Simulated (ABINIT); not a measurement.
# A GW chain in ABINIT: LiHF2 (R-3m)

Aim: the G0W0 gap of LiHF2 (R-3m) on LDA, step by step.

Main program and level: ABINIT 10.8.3; LDA and many-body steps on it, plane waves.

**1. Starting point**

The structure is trigonal, space group R-3m (No. 166). The conventional cell has a = 2.934 Å, b = 2.934 Å, c = 13.100 Å, α = 90.00°, β = 90.00°, γ = 120.00°. Nearest to Li lie 6 F at 1.99 Å. H has 2 F at 1.14 Å nearest. F has 1 H at 1.14 Å and 3 Li at 1.99 Å nearest. Farther neighbours, and contacts between anions beyond the nearest, are not listed.

The cell and positions are those that the Materials Project relaxed with its own functionals (PBE, PBE+U or r2SCAN), kept fixed.

**2. Ground state**

This step: ABINIT 10.8.3; DFT, LDA, plane waves, norm-conserving pseudopotentials.

The ground-state density comes first.

Contents of run.abi:

```
acell 3*1.0 Angstrom
rprim 
  1.466983587415 0.846963369091 4.366688724100
  -1.466983587415 0.846963369091 4.366688724100
  0.000000000000 -1.693926738182 4.366688724100
ntypat 3
znucl 3 1 9
natom 4
typat 1 2 3 3
xred 
  0.000000000000 0.000000000000 0.000000000000
  0.500000000000 0.500000000000 0.500000000000
  0.413301880000 0.413301880000 0.413301880000
  0.586698120000 0.586698120000 0.586698120000
pp_dirpath "pseudos"
pseudos "Li.upf, H.upf, F.upf"
ecut 36
ngkpt 8 8 8
nshiftk 1
shiftk 0 0 0
kptopt 1
chksymbreak 0
nband 15
occopt 1
tolvrs 1e-10
nstep 60
prtwf 0
optforces 0
optstress 0
indata_prefix "in"
outdata_prefix "out"
tmpdata_prefix "tmp"
```

On the command line:

```
$ OMP_NUM_THREADS=1 mpirun -n 4 abinit run.abi > log
```

What it wrote:

```text
.Version 10.8.3 of ABINIT. v10.8.2 released Aug 2026.

 Symmetries : space group R-3 m (#166); Bravais hR (rhombohedral)
================================================================================
 Values of the parameters that define the memory need of the present run
     intxc =       0    ionmov =       0      iscf =       7    lmnmax =       5
     lnmax =       5     mgfft =      48  mpssoang =       3    mqgrid =    3001
     natom =       4  nloc_mem =       1    nspden =       1   nspinor =       1
    nsppol =       1      nsym =      12    n1xccc =    2501    ntypat =       3
    occopt =       1   xclevel =       1
-    mband =          15        mffmem =           1         mkmem =          17
       mpw =        2295          nfft =      110592          nkpt =          65
================================================================================
  Rough estimation (10% accuracy) of disk space for files :
================================================================================

--------------------------------------------------------------------------------
------------- Echo of variables that govern the present computation ------------
--------------------------------------------------------------------------------
 -outvars: echo values of preprocessed input variables --------
            acell      1.8897261259E+00  1.8897261259E+00  1.8897261259E+00 Bohr

      chksymbreak           0
             ecut      3.60000000E+01 Hartree
-          fftalg         312

              ixc       -1012
              kpt      0.00000000E+00  0.00000000E+00  0.00000000E+00
                       1.25000000E-01  0.00000000E+00  0.00000000E+00
                       2.50000000E-01  0.00000000E+00  0.00000000E+00
                       3.75000000E-01  0.00000000E+00  0.00000000E+00
                       5.00000000E-01  0.00000000E+00  0.00000000E+00
                       1.25000000E-01  1.25000000E-01  0.00000000E+00
                       2.50000000E-01  1.25000000E-01  0.00000000E+00
                       3.75000000E-01  1.25000000E-01  0.00000000E+00
                       5.00000000E-01  1.25000000E-01  0.00000000E+00
   [... 39 further rows ...]
                       5.00000000E-01  2.50000000E-01  2.50000000E-01
                      -3.75000000E-01  2.50000000E-01  2.50000000E-01
                       outvar_i_n : Printing only first  50 k-points.
         kptrlatt        8    0    0      0    8    0      0    0    8
          kptrlen      4.43551554E+01
P           mkmem          17
            natom           4
            nband          15
            ngfft          48      48      48
             nkpt          65
            nstep          60
             nsym          12
           ntypat           3
              occ      2.000000  2.000000  2.000000  2.000000  2.000000  2.000000
                       2.000000  2.000000  2.000000  0.000000  0.000000  0.000000
[...]
optforces           0
        optstress           0
            prtwf           0
            rprim      1.4669835874E+00  8.4696336909E-01  4.3666887241E+00
[...]
spgroup         166

           tolvrs      1.00000000E-10

             xred      0.0000000000E+00  0.0000000000E+00  0.0000000000E+00
[...]
znucl        3.00000    1.00000    9.00000

================================================================================

 chkinp: Checking input parameters for consistency.

================================================================================
== DATASET  1 ==================================================================
-   mpi_nproc: 4, omp_nthreads: 1 (-1 if OMP is not activated)

--- !DatasetInfo
iteration_state: {dtset: 1, }
dimensions: {natom: 4, nkpt: 65, mband: 15, nsppol: 1, nspinor: 1, nspden: 1, mpw: 2295, }
cutoff_energies: {ecut:  36.0, pawecutdg:  -1.0, }
electrons: {nelect:   1.80000000E+01, charge:   0.00000000E+00, occopt:   1.00000000E+00, tsmear:   1.00000000E-02, }

 Real(R)+Recip(G) space primitive vectors, cartesian coordinates (Bohr,Bohr^-1):
 R(1)=  2.7721972  1.6005288  8.2518458  G(1)=  0.1803623  0.1041323  0.0403950
 R(2)= -2.7721972  1.6005288  8.2518458  G(2)= -0.1803623  0.1041323  0.0403950
 R(3)=  0.0000000 -3.2010576  8.2518458  G(3)=  0.0000000 -0.2082645  0.0403950
 Unit cell volume ucvol=  2.1967972E+02 bohr^3
 Angles (23,13,12)=  3.65053538E+01  3.65053538E+01  3.65053538E+01 degrees

 getcut: wavevector=  0.0000  0.0000  0.0000  ngfft=  48  48  48
         ecut(hartree)=     36.000   => boxcut(ratio)=   2.00844

--- Pseudopotential description ------------------------------------------------
- Li Generated using ONCVPSP code by D. R. Hamann
-  3.00000   3.00000  180309                  znucl, zion, pspdat
12 -1012 1 -1 1944                            pspcod,pspxc,lmax,lloc,mmax
     nproj     2     2     0
  pspatm : epsatm=    2.61415252
         --- l  ekb(1:nproj) -->
[...]
pspatm: atomic psp has been read  and splines computed

- H Generated using ONCVPSP code by D. R. Hamann
-  1.00000   1.00000  180309                  znucl, zion, pspdat
12 -1012 1 -1 1180                            pspcod,pspxc,lmax,lloc,mmax
     nproj     2     1     0
  pspatm : epsatm=    0.35439867
         --- l  ekb(1:nproj) -->
[...]
1   -0.275071
 pspatm: atomic psp has been read  and splines computed

- F Generated using ONCVPSP code by D. R. Hamann
-  9.00000   7.00000  201202                  znucl, zion, pspdat
12 -1012 2 -1 824                             pspcod,pspxc,lmax,lloc,mmax
     nproj     2     2     1
  pspatm : epsatm=    4.94580260
         --- l  ekb(1:nproj) -->
[...]
2   -2.364936
 pspatm: atomic psp has been read  and splines computed

   2.31482815E+02                                ecore*ucvol(ha*bohr**3)
--------------------------------------------------------------------------------

_setup2: Arith. and geom. avg. npw (full set) are    2266.322    2266.297

================================================================================

--- !BeginCycle
iteration_state: {dtset: 1, }
solver: {iscf: 7, nstep: 60, nline: 4, wfoptalg: 0, }
tolerances: {tolvrs: 1.00E-10, }

     iter   Etot(hartree)      deltaE(h)  residm     vres2
 ETOT  1  -56.940477    -5.694E+01 6.753E-02 5.208E+02
 ETOT  2  -56.976644    -3.617E-02 1.106E-02 2.476E+02
 ETOT  3  -57.023454    -4.681E-02 7.004E-03 1.474E+01
 ETOT  4  -57.024522    -1.067E-03 1.451E-03 3.646E-01
 ETOT  5  -57.024530    -8.584E-06 1.285E-03 5.086E-03
 ETOT  6  -57.024531    -4.172E-07 4.249E-04 7.104E-05
 ETOT  7  -57.024531    -5.650E-09 2.788E-04 1.675E-06
 ETOT  8  -57.024531    -5.782E-11 2.917E-04 8.737E-08
 ETOT  9  -57.024531    -6.615E-12 1.363E-04 1.979E-10
 ETOT 10  -57.024531     4.299E-12 9.746E-05 5.782E-12

 At SCF step   10       vres2   =  5.78E-12 < tolvrs=  1.00E-10 =>converged.

--- !ResultsGS
iteration_state: {dtset: 1, }
comment   : Summary of ground state results
lattice_vectors:
- [  2.7721972,   1.6005288,   8.2518458, ]
- [ -2.7721972,   1.6005288,   8.2518458, ]
- [  0.0000000,  -3.2010576,   8.2518458, ]
lattice_lengths: [   8.85097,    8.85097,    8.85097, ]
lattice_angles: [ 36.505,  36.505,  36.505, ] # degrees, (23, 13, 12)
lattice_volume:   2.1967972E+02
convergence: {deltae:  4.299E-12, res2:  5.782E-12, residm:  9.746E-05, diffor:  0.000E+00, }
etotal    :  -5.70245306E+01
entropy   :   0.00000000E+00
fermie    :  -1.01567084E-01
cartesian_stress_tensor: null
pressure_GPa: null
xred      :
- [  0.0000E+00,   0.0000E+00,   0.0000E+00, Li]
- [  5.0000E-01,   5.0000E-01,   5.0000E-01,  H]
- [  4.1330E-01,   4.1330E-01,   4.1330E-01,  F]
- [  5.8670E-01,   5.8670E-01,   5.8670E-01,  F]
cartesian_forces: null
force_length_stats: {min: null, max: null, mean: null, }

 Integrated electronic density in atomic spheres:
 ------------------------------------------------
 Atom  Sphere_radius  Integrated_density
[...]
4        2.00000          7.13239237
================================================================================

 ----iterations are completed or convergence reached----

 Mean square residual over all n,k,spin=   32.743E-08; max=  97.459E-06
 reduced coordinates (array xred) for    4 atoms
       0.000000      0.000000      0.000000
       0.500000      0.500000      0.500000
       0.413302      0.413302      0.413302
       0.586698      0.586698      0.586698
 rms dE/dt=  0.0000E+00; max dE/dt=  0.0000E+00; dE/dt below (all hartree)
    1       0.000000      0.000000      0.000000
    2       0.000000      0.000000      0.000000
    3       0.000000      0.000000      0.000000
    4       0.000000      0.000000      0.000000

 cartesian coordinates (angstrom) at end:
    1      0.000000     0.000000     0.000000
    2     -0.000000    -0.000000     6.550033
    3     -0.000000     0.000000     5.414282
    4     -0.000000     0.000000     7.685784
 length scales=  1.889726  1.889726  1.889726 bohr
              =  1.000000  1.000000  1.000000 angstroms
 prteigrs : about to open file out_EIG
 Fermi (or HOMO) energy (hartree) =  -0.10157   Average Vxc (hartree)=  -0.36686
 Eigenvalues (hartree) for nkpt=  65  k points:
 kpt#   1, nband= 15, wtk=  0.00195, kpt=  0.0000  0.0000  0.0000 (reduced coord)
  -1.54511   -0.86242   -0.80642   -0.31406   -0.11654   -0.11654   -0.11380   -0.10904
  -0.10904    0.19618    0.36890    0.51640    0.58138    0.63051    0.63051
 prteigrs : prtvol=0 or 1, do not print more k-points.

--- !EnergyTerms
iteration_state     : {dtset: 1, }
comment             : Components of total free energy in Hartree
kinetic             :  3.809167E+01
hartree             :  1.743918E+01
xc                  : -1.280425E+01
Ewald energy        : -3.433689E+01
psp_core            :  1.053729E+00
local_psp           : -5.643063E+01
non_local_psp       : -1.003732E+01
total_energy        : -5.702453E+01
total_energy_eV     : -1.551717E+03
band_energy         : -8.395456E+00

== END DATASET(S) ==============================================================
================================================================================

 -outvars: echo values of variables after computation  --------
           etotal     -5.7024530622E+01
            nband          15
             nkpt          65
          spgroup         166
 [... the other variables as echoed above ...]

 Calculation completed.
```

It took 24 s on 4 MPI ranks of Arm Neoverse V2, shared host; peak memory 0.37 GiB; 95 s of CPU time.

Read from the output:

* total energy: -1551.7165 eV
* gap: 8.102 eV
* k of the valence top: 0.5, 0.5, 0.5
* k of the conduction bottom: 0, 0, 0
* least direct gap: 8.305 eV

The gap is indirect, with the least direct gap 0.20 eV higher.

(Continued in part 2 of 3.)

[Long decimals in the printed logs are rounded to 6 places.]

[Logs are printed without paths, hosts, clocks, repeated set-up lines and the standing remarks that a program may print on its own settings, such as how far it seeks lower states.]

[Paths, hosts, dates, memory and timing lines, banners, echoed tables and standing remarks are left out of the program output; an Ansatz launch command may be rebuilt from the run's recorded settings. Measured values are a selection of at most five: reports struck by readers or far from the other reports are left out. None is set beside runs whose start may be inverted or whose files or cutoffs have a known fault.]

[Runs of the session that timed out or met a known fault of the program may be left out.]

[Hosts, paths, dates, database ids (printed as entryN), source tags and the programs' standing remarks are cut or masked in the printed files.]

[G0W0 gaps are taken among the corrected bands and points alone; a level outside them can change the order at an edge.]

[Where Ansatz stands beside ABINIT at settings called matched, ABINIT's density can come from a denser mesh and the files from another edition; pairs whose starting gaps differed by over 0.03 eV were left out, so agreement reads better than it is.]
